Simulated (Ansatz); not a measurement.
# Decaying states in the gap of SrTiSeO2, part 2 of 3

Aim: relax a made-up compound, SrTiSeO2, and see how good a tunnel barrier it would be. It is built by putting Se for part of the O in the SrTiO3 structure of space group Pm-3m, with the volume rescaled by atomic radii. The parent structure comes from the Materials Project.

Ansatz 0.2.0; PBEsol DFT, plane waves, PAW files (the session's first sound run).

So far. Step 2 (Cell and atoms at rest): The largest force component on a free atom ends at 6.0e-30 eV/Å.

The structure was built from a prototype and need not be the compound's stable phase.

### 3. Band edges

The energy window and the wavevectors of the next steps follow from the band edges, so these are searched first, off the mesh as well.

input.yaml reads:

```yaml
crystal:
  lattice:
    - [3.9942515649, 0.0, 0.0]
    - [0.0, 3.9942515649, 0.0]
    - [0.0, 0.0, 5.050007195]
  atoms:
    - { symbol: Sr, position: [0.0, 0.0, 0.0] }
    - { symbol: Ti, position: [0.5, 0.5, 0.5] }
    - { symbol: O, position: [0.5, 0.0, 0.5] }
    - { symbol: Se, position: [0.5, 0.5, 0.0] }
    - { symbol: O, position: [0.0, 0.5, 0.5] }
kpoints:
  mp_grid: { grid: [6, 6, 6] }
  band_path: { path: [VBM, CBM], npoints: 30 }
scf:
  occupations: { method: fixed }
hamiltonian:
  xc: pbesol
output:
  eigenvalues: true
  write_potential: true
  write_density: true
  volumetric_format: npy
```

Run with:

```console
> ansatz run input.yaml --threads 2 --pin off --max-ram 4096MiB --backend cpu --events-out ev --progress --plain --runs-dir out
```

Numbers of over 12 decimals in the logs are rounded to 6 here.

The log of the run:

```text
[...]
Crystal: 5 atoms, lattice volume = 80.568 Å³
Basis set: ecut = 420 eV, 1577 PW (Γ)
Bands: 30, of which v1, the nominal top of the filled ones, is band 25 counted from 1 (24 counted from 0)
Symmetry: 16 space group operations
[...]
k-points: 40 of 216
[...]
SCF iter   1: F=—  HF=-12518.594073 eV  |F-HF|=—  |Δ(HF+E_count)|=         —  Δρ=1.32e-2  dr2=1.28e-1  ethr=1.77e-3  ⟨swp⟩=4.5  Hψ=4897  notcnv=0  defer=90
[...]
SCF iter   8: F=-12518.567812 eV  HF=-12518.567812 eV  |F-HF|=1.31e-8  |Δ(HF+E_count)|=   1.34e-8  Δρ=4.64e-6  dr2=3.31e-8  ethr=2.00e-10  ⟨swp⟩=9.2  Hψ=4304  notcnv=0
SCF 1 converged in 8 iterations: F = -12518.567812 eV  dr2 = 3.31e-8
[...]
NSCF: frozen V_eff on 40 k-points
[...]
SCF converged after 8 iterations
Free energy (F): -12518.567812 eV
[...]
Internal energy: -12518.567812 eV  (E = F + TS)
E sigma→0 (E₀):  -12518.567812 eV
Fermi energy:    9.326887 eV
[...]
--- Band table (eV; the first three rows and the last of 40) ---
  k-point 0: bands = [... 21 lower, 8.5183, 8.9397, 8.9397, 9.2581, 10.1048, 10.1048, 10.7649, 10.9321, ... 1 higher]
  k-point 1: bands = [... 21 lower, 8.4325, 8.4325, 8.6831, 8.6831, 10.5364, 10.5364, 10.7770, 11.7236, ... 1 higher]
  k-point 2: bands = [... 21 lower, 8.1070, 8.1070, 8.5611, 8.5611, 10.8017, 11.1815, 11.1815, 12.1285, ... 1 higher]
  k-point 39: bands = [... 21 lower, 5.9150, 9.0487, 9.0487, 9.3269, 12.2836, 12.2836, 12.9942, 13.1652, ... 1 higher]
```

Run time: 8.4 s. Hardware: 2 threads of Arm Neoverse V2, shared host; peak memory 0.39 GiB; 16 s of CPU time.

In the SCF lines HF is the Harris–Foulkes energy and dr2 the Hartree energy of the density residual, in eV; the loop may stop once dr2 is under the threshold and the program's other checks hold. Hψ counts applications of the Hamiltonian.

This step gave:

```yaml
free_energy: -12518.5678 eV
fermi_energy: 9.327 eV
gap_on_the_k_mesh: 0.7779 eV
gap_on_path: 0.7779 eV, by band count; negative where bands overlap
direct_gap_on_path: 0.8467 eV
edge_places_on_path: 0, 1.274 1/A along the path
```

The electronic bands at the labelled points (eV, zero at the Fermi level (highest filled level under fixed occupations); v1 is the highest filled band, c1 the lowest empty one):

```csv
point,v4,v3,v2,v1,c1,c2,c3,c4
VBM,-3.41,-0.28,-0.28,0.00,2.96,2.96,3.67,3.84
halfway,-2.84,-1.42,-0.86,-0.61,2.02,2.08,2.76,3.63
CBM,-0.81,-0.39,-0.39,-0.07,0.78,0.78,1.44,1.61
```

The searched edges give 0.778 eV, as on the mesh.

### 4. Complex bands, plane (001)

This step: PBEsol DFT, plane waves, PAW files; complex bands by layer matching along the plane's normal (Ansatz 0.2.0).

The same crystal is laid in a cell whose first two vectors span the (001) plane (indices of the standard conventional cell, whose axes can be ordered otherwise than in the bulk input). At fixed energy and wavevector in the plane the solver finds all kz, real and complex. A few wavevectors are listed, (0, 0), (-0.5, -0.5) and (0.5, 0) in units of the plane's reciprocal vectors; the slowest state needn't be among them.

input.yaml reads:

```yaml
crystal:
  lattice:
    - [3.994251565, 0.0, 0.0]
    - [0.0, 3.994251565, 0.0]
    - [0.0, 0.0, 5.050007195]
  atoms:
    - { symbol: Sr, position: [0.0, 0.0, 0.0] }
    - { symbol: Ti, position: [0.5, 0.5, 0.5] }
    - { symbol: O, position: [0.5, 0.0, 0.5] }
    - { symbol: Se, position: [0.5, 0.5, 0.0] }
    - { symbol: O, position: [0.0, 0.5, 0.5] }
kpoints:
  mp_grid: { grid: [6, 6, 6] }
scf:
  occupations: { method: fixed }
hamiltonian:
  xc: pbesol
output:
  eigenvalues: true
  transmission:
    leads: [[0, 0]]
    kpoints: [[0.0, 0.0], [-0.5, -0.5], [0.5, 0.0]]
    e_range: [-1.0, 1.78]
    de: 0.07
```

The log of the run:

```text
[...]
Crystal: 5 atoms, lattice volume = 80.568 Å³
Basis set: ecut = 420 eV, 1577 PW (Γ)
Bands: 30, of which v1, the nominal top of the filled ones, is band 25 counted from 1 (24 counted from 0)
Symmetry: 16 space group operations
[...]
k-points: 40 of 216
[...]
SCF iter   1: F=—  HF=-12518.594074 eV  |F-HF|=—  |Δ(HF+E_count)|=         —  Δρ=1.32e-2  dr2=1.28e-1  ethr=1.77e-3  ⟨swp⟩=4.5  Hψ=4897  notcnv=0  defer=90
[...]
SCF iter   8: F=-12518.567812 eV  HF=-12518.567812 eV  |F-HF|=1.31e-8  |Δ(HF+E_count)|=   1.35e-8  Δρ=4.64e-6  dr2=3.31e-8  ethr=2.00e-10  ⟨swp⟩=9.2  Hψ=4301  notcnv=0
SCF 1 converged in 8 iterations: F = -12518.567812 eV  dr2 = 3.31e-8
[...]
transmission: 9 of 27 steps passed
transmission: 18 of 27 steps passed
transmission: 27 of 27 steps passed
SCF converged after 8 iterations
Free energy (F): -12518.567812 eV
[...]
Internal energy: -12518.567812 eV  (E = F + TS)
E sigma→0 (E₀):  -12518.567812 eV
Fermi energy:    9.326887 eV
[...]
--- Band table (eV; the first three rows and the last of 40) ---
  k-point 0: bands = [... 21 lower, 8.5183, 8.9397, 8.9397, 9.2581, 10.1048, 10.1048, 10.7649, 10.9321, ... 1 higher]
  k-point 1: bands = [... 21 lower, 8.4325, 8.4325, 8.6831, 8.6831, 10.5364, 10.5364, 10.7770, 11.7236, ... 1 higher]
  k-point 2: bands = [... 21 lower, 8.1070, 8.1070, 8.5611, 8.5611, 10.8017, 11.1815, 11.1815, 12.1285, ... 1 higher]
  k-point 39: bands = [... 21 lower, 5.9150, 9.0487, 9.0487, 9.3269, 12.2836, 12.2836, 12.9942, 13.1652, ... 1 higher]
--- Transmission ---
  basis      : 137 plane waves across, 9 finite elements along
  points     : 3, as listed
  energies   : 40 from -1.000000 to 1.730000 eV about the Fermi level, 0.070000 eV apart; the leads are filled to 0.388941 eV, and channels, transmission and decay are at 0.400000 eV
  crystal 0  : Sr1Se1Ti1O2, at the sites [0, 0], period 5.0500 Å: whole cells are its period
    offset         : up to 0.0000 Å between an atom of the period and one for which it stands
    channels       : 0.000000e0 a spin
    conductance    : none, the energies end too early or step too widely for 300 K: set another output.transmission.e_range or a lower de, or, where they end at an eighth of basis.ecutwfc, a higher one
    slowest decay  : 0.0982 /Å at (0.0000, 0.0000)
```

Elapsed: 19 s, on 2 threads; peak memory 0.45 GiB; 29 s of CPU time.

This step gave:

| Item | Value |
| --- | --- |
| level to which the leads are filled | 0.3889 eV from the Fermi level |
| decay constant at the filling level, zone centre | 0.09816 Å⁻¹ |
| decay constant at the filling level, slowest listed point | 0.0982 Å⁻¹ |

K parallel (0, 0); values up to 1.5 1/Å, a degenerate pair printed once or twice; energies at which all values exceed this have no row. Im kz of the slowest decaying states against energy, zero at the highest filled level on the SCF mesh:

```
energy (eV)  decay 1 (Å⁻¹)  decay 2 (Å⁻¹)  decay 3 (Å⁻¹)  decay 4 (Å⁻¹)
      -1.00          0.347          0.577          0.622           1.16
      -0.79         0.0551          0.129          0.384          0.620
      -0.58          0.407          0.525          0.617           1.13
      -0.44          0.417          0.614          0.615           1.12
      -0.23          0.111          0.426          0.609          0.692
      -0.02         0.0373          0.145          0.429          0.603
       0.19         0.0794          0.152          0.428          0.596
       0.40         0.0982          0.140          0.423          0.588
       0.54          0.105          0.119          0.417          0.582
       0.75         0.0445          0.109          0.405          0.572
       0.96          0.106          0.388          0.561          0.782
       1.17         0.0954          0.366          0.549          0.655
       1.31         0.0830          0.348          0.512          0.541
       1.52         0.0479          0.289          0.315          0.527
       1.73          0.271          0.511          0.582          0.838
```

K parallel (0, 0). Table of Re kz of states that move upwards by energy, zero at the highest filled level on the SCF mesh:

| energy (eV) | channel 1 (Å⁻¹) | channel 2 (Å⁻¹) | channel 3 (Å⁻¹) |
| --- | --- | --- | --- |
| -1.00 | -0.281 | -0.281 | -0.215 |
| -0.93 | -0.235 | -0.235 | -0.203 |
| -0.79 | -0.179 | - | - |
| -0.72 | -0.290 | -0.290 | -0.167 |
| -0.65 | -0.212 | -0.212 | -0.155 |
| -0.51 | -0.130 | -0.122 | -0.122 |
| -0.44 | -0.117 | -0.0750 | -0.0750 |
| -0.37 | -0.103 | - | - |
| -0.23 | -0.0721 | - | - |
| -0.16 | -0.0530 | - | - |
| -0.09 | -0.0247 | - | - |
| -0.02 | - | - | - |
| 0.05 | - | - | - |
| 0.12 | - | - | - |
| 0.19 | - | - | - |
| 0.33 | - | - | - |
| 0.40 | - | - | - |
| 0.54 | - | - | - |
| 0.61 | - | - | - |
| 0.68 | - | - | - |
| 0.82 | 0.0566 | 0.0566 | - |
| 0.89 | 0.0946 | 0.0946 | - |
| 0.96 | 0.124 | 0.124 | - |
| 1.10 | 0.173 | 0.173 | - |
| 1.17 | 0.195 | 0.195 | - |
| 1.24 | 0.217 | 0.217 | - |
| 1.38 | 0.259 | 0.259 | - |
| 1.45 | 0.207 | 0.281 | 0.281 |
| 1.52 | 0.302 | 0.302 | - |
| 1.66 | 0.0404 | 0.346 | 0.346 |
| 1.73 | 0.0622 | 0.370 | 0.370 |

K parallel (-0.5, -0.5); values up to 1.5 1/Å, a degenerate pair printed once or twice; energies at which all values exceed this have no row. Im kz of the slowest decaying states against energy, zero at the highest filled level on the SCF mesh:

```
energy (eV)  decay 1 (Å⁻¹)  decay 2 (Å⁻¹)  decay 3 (Å⁻¹)  decay 4 (Å⁻¹)
      -1.00          0.207          0.667           1.27           1.31
      -0.86          0.214          0.669           1.23           1.31
      -0.79          0.216          0.670           1.21           1.31
      -0.65          0.221          0.672           1.16           1.30
      -0.58          0.222          0.672           1.13           1.30
      -0.44          0.224          0.673           1.07           1.30
      -0.37          0.225          0.674           1.03           1.30
      -0.23         0.0717          0.226          0.674          0.922
      -0.16          0.110          0.226          0.674          0.843
      -0.02          0.158          0.225          0.348          0.673
       0.12          0.191          0.224          0.673          0.784
       0.19          0.205          0.223          0.672          0.867
       0.33          0.220          0.227          0.671          0.964
       0.40          0.218          0.236          0.670          0.996
       0.54          0.214          0.252          0.669           1.04
       0.61          0.211          0.259          0.668           1.06
       0.75          0.205          0.271          0.666           1.09
       0.89          0.199          0.281          0.663           1.12
       0.96          0.195          0.286          0.662           1.13
       1.10          0.186          0.293          0.659           1.14
       1.17          0.181          0.296          0.658           1.14
       1.31          0.170          0.301          0.654           1.11
       1.38          0.164          0.303          0.653           1.10
       1.52          0.151          0.306          0.649           1.06
       1.59          0.143          0.307          0.647           1.05
       1.73          0.125          0.309          0.643           1.01
```

K parallel (0.5, 0); values up to 1.5 1/Å, a degenerate pair printed once or twice; energies at which all values exceed this have no row. The Im kz of the slowest decaying states by energy, zero at the highest filled level on the SCF mesh:

```csv
energy (eV),decay 1 (Å⁻¹),decay 2 (Å⁻¹),decay 3 (Å⁻¹),decay 4 (Å⁻¹)
-1.00,0.138,0.226,0.573,0.736
-0.79,0.209,0.263,0.611,0.752
-0.58,0.257,0.284,0.641,0.764
-0.44,0.283,0.290,0.657,0.770
-0.23,0.0929,0.292,0.316,0.677
-0.02,0.123,0.285,0.343,0.694
0.19,0.141,0.270,0.367,0.708
0.40,0.151,0.243,0.388,0.720
0.54,0.154,0.217,0.401,0.727
0.75,0.155,0.158,0.419,0.735
0.96,0.152,0.437,0.742,0.785
1.17,0.143,0.454,0.747,0.782
1.31,0.135,0.467,0.750,0.779
1.52,0.116,0.489,0.750,0.774
1.73,0.0855,0.522,0.715,0.768
```

K parallel (0.5, 0). The Re kz of states that move upwards, channel 1 by energy, zero at the highest filled level on the SCF mesh:

| energy (eV) | Re kz of states that move upwards, channel 1 (Å⁻¹) |
| --- | --- |
| -1.00 | -0.199 |
| -0.86 | -0.165 |
| -0.72 | -0.129 |
| -0.58 | -0.0877 |
| -0.51 | -0.0617 |
| -0.37 | - |
| -0.23 | - |
| -0.09 | - |
| -0.02 | - |
| 0.05 | - |
| 0.19 | - |
| 0.33 | - |
| 0.40 | - |
| 0.54 | - |
| 0.68 | - |
| 0.82 | - |
| 0.96 | 0.0573 |
| 1.10 | 0.161 |
| 1.24 | 0.230 |
| 1.31 | 0.261 |
| 1.45 | 0.321 |
| 1.59 | 0.385 |
| 1.73 | 0.459 |

At the listed wavevectors the last open channel is at -0.09 eV and the next at +0.82 eV on the grid. At +0.40 eV, the grid energy nearest the filling level (the middle of the gap on the SCF mesh), the slowest state at the listed wavevectors decays with κ = 0.0982 Å⁻¹, its amplitude falling by e over 10 Å. Through 1 nm of this crystal that state's transmission falls by exp(−2 × 0.0982 Å⁻¹ × 10 Å) = 0.14.

(Part 2 of 3 ends here.)

[Logs are printed without paths, hosts, clocks, repeated set-up lines and the standing remarks that a program may print on its own settings, such as how far it seeks lower states.]

[Hosts, paths, dates, database ids (printed as entryN), source tags and the programs' standing remarks are cut or masked in the printed files.]
